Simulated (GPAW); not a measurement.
# Ti2MnO4 (Fd-3m): the O K absorption edge

What does one-electron theory with a core hole give for the O K edge of Ti2MnO4 (Fd-3m)?

Calculated with GPAW 26.7.0; X-ray absorption from dipole matrix elements to empty bands, plane-wave PAW LDA+U.

Most raw output is cut from this account.

### Step 1. The starting structure

The structure is cubic, space group Fd-3m (No. 227). The conventional cell has a = 8.656 Å, b = 8.656 Å, c = 8.656 Å, α = 90.00°, β = 90.00°, γ = 90.00°. Nearest to Mn lie 4 O at 2.04 Å. Nearest to Ti lie 6 O at 2.07 Å. O has 1 Mn at 2.04 Å and 3 Ti at 2.07 Å nearest. Farther neighbours and most contacts between anions are not listed.

### Step 2. The field without a hole

A plain self-consistent run shows whether there is a gap and which moments survive; both decide the set-up of the core-hole run.

Contents of scf.py:

```python
import numpy as np
from ase import Atoms
from ase.parallel import parprint, paropen
from gpaw import GPAW, PW, FermiDirac, Mixer, MixerDif, setup_paths
from gpaw.test import gen
setup_paths.insert(0, '.')
gen('O', name='nch1s', xcname='LDA', corehole=(1, 0, 0), write_xml=True)
from gpaw.mpi import world
world.barrier()

atoms = Atoms('Mn2Ti4O8',
    cell=[[0, 4.32801134, 4.32801134],
     [4.32801134, 0, 4.32801134],
     [4.32801134, 4.32801134, 0]],
    scaled_positions=[[0.5, 0.5, 0.5],
     [0.75, 0.75, 0.75],
     [0.125, 0.625, 0.125],
     [0.125, 0.125, 0.125],
     [0.125, 0.125, 0.625],
     [0.625, 0.125, 0.125],
     [0.88632667, 0.34102, 0.88632667],
     [0.36367333, 0.36367333, 0.36367333],
     [0.88632667, 0.88632667, 0.34102],
     [0.36367333, 0.36367333, 0.90898],
     [0.36367333, 0.90898, 0.36367333],
     [0.34102, 0.88632667, 0.88632667],
     [0.88632667, 0.88632667, 0.88632667],
     [0.90898, 0.36367333, 0.36367333]],
    magmoms=[4.0, -4.0, 0.0, 0.0, 0.0, 0.0, 0.0, 0.0, 0.0, 0.0, 0.0, 0.0, 0.0, 0.0],
    pbc=True)
atoms.calc = calc = GPAW(legacy_gpaw=True, mode=PW(500, force_complex_dtype=True), xc='LDA', setups={'Mn': ':d,5', 6: 'nch1s'},
    kpts={'size': (3, 3, 3), 'gamma': True}, occupations=FermiDirac(0.05),
    charge=0, mixer=MixerDif(0.05, 8, 50), maxiter=150,
    convergence={'density': 0.0001, 'eigenstates': 1e-6}, txt='scf.txt')
energy = atoms.get_potential_energy() + calc.get_reference_energy()
ef = calc.get_fermi_level()
out = dict(energy=energy, fermi=ef, forces=atoms.get_forces().tolist(), magmoms=atoms.get_magnetic_moments().tolist())
parprint(f'all-electron energy {energy:.4f} eV, Fermi level {ef:.4f} eV')
ev = np.array([[calc.get_eigenvalues(k, s) for k in range(len(calc.get_ibz_k_points()))] for s in range(calc.get_number_of_spins())])
out['homo'], out['lumo'], out['counts'] = ev[ev < ef].max(), ev[ev > ef].min(), sorted(set((ev < ef).sum((0, 2)).tolist()))
out['filled'] = (ev[:, 0] < ef).sum(1).tolist()
import json
with paropen('out.json', 'w') as f:
    json.dump(out, f)
```

Command:

```bash
OMP_NUM_THREADS=1 mpirun -n 4 gpaw python scf.py
```

Wall time 33 s (4 MPI ranks of Intel Xeon 6975P-C (Granite Rapids), shared host); peak memory 0.34 GiB.

The mesh shows no gap, so the system is treated as a metal and the core electron is put at the Fermi level (neutral cell).

Site moments (μB): 4.46, -4.46, 0.00, 0.00, 0.00, 0.00, -0.01, 0.01, -0.01, 0.01, 0.01, -0.01, -0.01, 0.01.

### Step 3. Reference energy of the cell

The photon energy needs a difference of total energies, so the cell and mesh of the coming hole run are first run without a hole.

Edit scf.py of step 2 so:

```diff
@@ -31,3 +31,3 @@
 atoms.calc = calc = GPAW(legacy_gpaw=True, mode=PW(500, force_complex_dtype=True), xc='LDA', setups={'Mn': ':d,5', 6: 'nch1s'},
-    kpts={'size': (3, 3, 3), 'gamma': True}, occupations=FermiDirac(0.05),
+    kpts={'size': (3, 3, 3), 'gamma': True}, occupations=FermiDirac(0.1),
     charge=0, mixer=MixerDif(0.05, 8, 50), maxiter=150,
```

The job ended after 32 s (4 MPI ranks; peak memory 0.33 GiB; 2.1 min of CPU time).

Reference energy: -171958.353 eV with the cores included.

### Step 4. Spectrum with XCH, O atom 7

The holes are 6.1 Å apart. In GPAW the data set carries the hole's charge, so charge=0 means a charged cell and charge=-1 a neutral one. The excited electron is kept in the cell, where it fills the lowest empty states and screens the hole. After the field has converged, empty bands are computed with the density fixed and the dipole matrix elements are summed.

The absorber has 1 Mn at 2.04 Å and 3 Ti at 2.07 Å (distorted tetrahedral, site symmetry 3m).

Contents of xas.py:

```python
import numpy as np
from ase import Atoms
from ase.parallel import parprint, paropen
from gpaw import GPAW, PW, FermiDirac, Mixer, MixerDif, setup_paths
from gpaw.test import gen
setup_paths.insert(0, '.')
gen('O', name='fch1s', xcname='LDA', corehole=(1, 0, 1), write_xml=True)
from gpaw.mpi import world
world.barrier()

atoms = Atoms('Mn2Ti4O8',
    cell=[[0, 4.32801134, 4.32801134],
     [4.32801134, 0, 4.32801134],
     [4.32801134, 4.32801134, 0]],
    scaled_positions=[[0.5, 0.5, 0.5],
     [0.75, 0.75, 0.75],
     [0.125, 0.625, 0.125],
     [0.125, 0.125, 0.125],
     [0.125, 0.125, 0.625],
     [0.625, 0.125, 0.125],
     [0.88632667, 0.34102, 0.88632667],
     [0.36367333, 0.36367333, 0.36367333],
     [0.88632667, 0.88632667, 0.34102],
     [0.36367333, 0.36367333, 0.90898],
     [0.36367333, 0.90898, 0.36367333],
     [0.34102, 0.88632667, 0.88632667],
     [0.88632667, 0.88632667, 0.88632667],
     [0.90898, 0.36367333, 0.36367333]],
    magmoms=[4.0, -4.0, 0.0, 0.0, 0.0, 0.0, 0.0, 0.0, 0.0, 0.0, 0.0, 0.0, 0.0, 0.0],
    pbc=True)
atoms.calc = calc = GPAW(legacy_gpaw=True, mode=PW(500, force_complex_dtype=True), xc='LDA', setups={'Mn': ':d,5', 6: 'fch1s'},
    kpts={'size': (3, 3, 3), 'gamma': True}, occupations=FermiDirac(0.1),
    charge=-1, mixer=MixerDif(0.05, 8, 50), maxiter=150,
    convergence={'density': 0.0001, 'eigenstates': 1e-6}, txt='scf.txt')
energy = atoms.get_potential_energy() + calc.get_reference_energy()
ef = calc.get_fermi_level()
out = dict(energy=energy, fermi=ef, forces=atoms.get_forces().tolist(), magmoms=atoms.get_magnetic_moments().tolist())
parprint(f'all-electron energy {energy:.4f} eV, Fermi level {ef:.4f} eV')
ev = np.array([[calc.get_eigenvalues(k, s) for k in range(len(calc.get_ibz_k_points()))] for s in range(calc.get_number_of_spins())])
out['homo'], out['lumo'], out['counts'] = ev[ev < ef].max(), ev[ev > ef].min(), sorted(set((ev < ef).sum((0, 2)).tolist()))
out['filled'] = (ev[:, 0] < ef).sum(1).tolist()

from ase.units import Ha
from gpaw.xas import dipole_matrix_elements
nb = int(calc.get_number_of_electrons() / 2) + 129
top, nb = nb, nb + 8 + nb // 12
nscf = calc.fixed_density(kpts={'size': (4, 4, 4), 'gamma': True}, nbands=nb,
    convergence={'bands': top, 'eigenstates': 5e-3}, maxiter=60, txt='nscf.txt')
cell = atoms.cell.array
ops = [cell.T @ U.T @ np.linalg.inv(cell.T) for U in nscf.wfs.kd.symmetry.op_scc]
E = np.arange(-6, 34, 0.1)
fwhm = np.interp(E, [4, 25], [0.9, 3.5])
Y, X, zero, highest = 0, 0, 1e9, 1e9
for spin in range(nscf.get_number_of_spins()):
    wfs = nscf.wfs
    mine = wfs.bd.get_slice()  # this rank's bands
    A = dipole_matrix_elements(wfs.setups[6])
    eps = np.zeros((wfs.kd.nibzkpts, nb))
    d = np.zeros((3, A.shape[1], wfs.kd.nibzkpts, nb), complex)
    for kpt in wfs.kpt_u:
        if kpt.s == spin and 6 in kpt.P_ani:
            eps[kpt.k, mine] = kpt.eps_n * Ha
            d[:, :, kpt.k, mine] = (kpt.weight * wfs.nspins / 2) ** 0.5 * np.inner(A, kpt.P_ani[6])
    world.sum(eps)
    world.sum(d)
    T = np.einsum('amkn,bmkn->abkn', d, d.conj()).real
    T = sum(np.einsum('ai,ijkn,bj->abkn', R, T, R) for R in ops) / len(ops)
    empty = eps > ef
    zero, highest = min(zero, eps[empty].min()), min(highest, eps[:, top - 1].min())
    lines = [(eps, T, empty)] if spin == 0 else lines + [(eps, T, empty)]
for eps, T, empty in lines:
    f = np.einsum('aakn->akn', T).reshape(3, -1)
    x = eps.ravel() - zero
    w = np.interp(x, E, fwhm) / 2.35482
    g = np.exp(-0.5 * ((E[:, None] - x) / w) ** 2) / (w * (2 * np.pi) ** 0.5)
    Y = Y + (f * empty.ravel()) @ g.T
    X = X + (f * ~empty.ravel()) @ g.T
out.update(E=E.round(2).tolist(), xas=Y.tolist(), xes=X.tolist(), zero=zero, valid=highest - zero, nk=len(eps), nb=nb)
for i in range(0, len(E), 10):
    parprint(f'{E[i]:7.2f}', *(f'{v:10.3e}' for v in Y[:, i]))
import json
with paropen('out.json', 'w') as f:
    json.dump(out, f)
```

Command:

```bash
OMP_NUM_THREADS=1 mpirun -n 4 gpaw python xas.py
```

Elapsed: 1.8 min, on 4 MPI ranks; peak memory 0.69 GiB; 7.3 min of CPU time.

The O K spectrum, O atom 7, excited-electron core hole (neutral cell) (energy from the lowest empty level; intensity scaled to a mean of 1 over the first 20 eV):

```tsv
E (eV)	intensity
-2.0	0.00
-1.0	0.01
0.0	0.65
1.0	1.39
2.0	1.23
3.0	2.51
4.0	0.72
5.0	0.77
6.0	0.89
7.0	0.97
8.0	1.20
9.0	1.79
10.0	1.41
11.0	0.93
12.0	0.72
13.0	0.75
14.0	0.86
15.0	0.87
16.0	0.75
17.0	0.62
18.0	0.48
19.0	0.42
20.0	0.48
21.0	0.63
22.0	0.76
23.0	0.84
24.0	0.88
25.0	0.91
26.0	0.93
27.0	0.97
28.0	1.07
29.0	1.20
30.0	1.29
31.0	1.24
32.0	1.06
```

Main maxima below 24 eV (height): 0.8 eV (1.44), 2.8 eV (2.61), 9.2 eV (1.82) and 14.5 eV (0.89). A K edge sees empty p states; the first features are O p mixed into the empty d states of the Mn and Ti neighbours, and the broad ones above probably into the cations' higher empty bands.

The total-energy difference is 526.39 eV. The functional leaves an error in such absolute values: in the free atom LDA prices this hole 4.1 eV below PBE (computed apart), and PBE is itself good to a few eV.

### Step 5. Summary of results

| Property | Result |
| --- | --- |
| absorber and edge | O K, atom 7 of the ground-state input (counted from 1) |
| surroundings | 1 Mn at 2.04 Å and 3 Ti at 2.07 Å (distorted tetrahedral, site symmetry 3m) |
| highest intensity below 16 eV | 2.8 eV above the zero, height 2.61 |
| photon energy of the zero (spin-polarised hole, raw) | 526.4 eV (LDA puts this hole about 4 eV below PBE, itself good to a few eV) |

In words: The O K edge of atom 7, with 1 Mn at 2.04 Å and 3 Ti at 2.07 Å (distorted tetrahedral, site symmetry 3m), has its highest intensity of the first 16 eV at 2.8 eV above the zero, near 529 eV in photon energy (LDA puts this hole about 4 eV below PBE, itself good to a few eV), 2.6 times the mean level of the first 20 eV (Gaussian full width 0.9 eV up to 4 eV, rising linearly to 3.5 eV at 25 eV). 1 further run of this session is left out of this account as redundant. The hole lies in one spin channel, while the script sums the empty states of both and takes the lower zero; where the two channels are split, this blurs and shifts the curve. The unit cell's mesh shows no gap over 0.35 eV. That is right for a metallic compound; for a small-gap or correlated insulator it would be the fault of the functional or of the assumed magnetic order, and the hole would be screened too well. The spins start antiferromagnetically in a simple order, which needn't be the measured one; gap and edge can depend on it. The holes are only 6.1 Å apart, so the shape is probably not converged with cell size; no larger cell was run here. The mesh is coarse (0.31 Å⁻¹ between points), so small maxima may be mesh ripples. Lifetime broadening is put in by hand, and intensities beyond about 20 eV depend on it and on the partial waves. The structure is a computed Materials Project entry and may be a hypothetical form.

[Logs are printed without paths, hosts, clocks, repeated set-up lines and the standing remarks that a program may print on its own settings, such as how far it seeks lower states.]

[Hosts, paths, dates, database ids (printed as entryN), source tags and the programs' standing remarks are cut or masked in the printed files.]

[Lists of maxima count a maximum above −3 eV only where it reaches 4 % of the highest in the window and stands out from its surroundings by 2 % of it (1.5 % where it reaches 55 %); shoulders and weaker maxima are passed over, and of the rest the first, up to two pre-edge ones and the few strongest are named.]
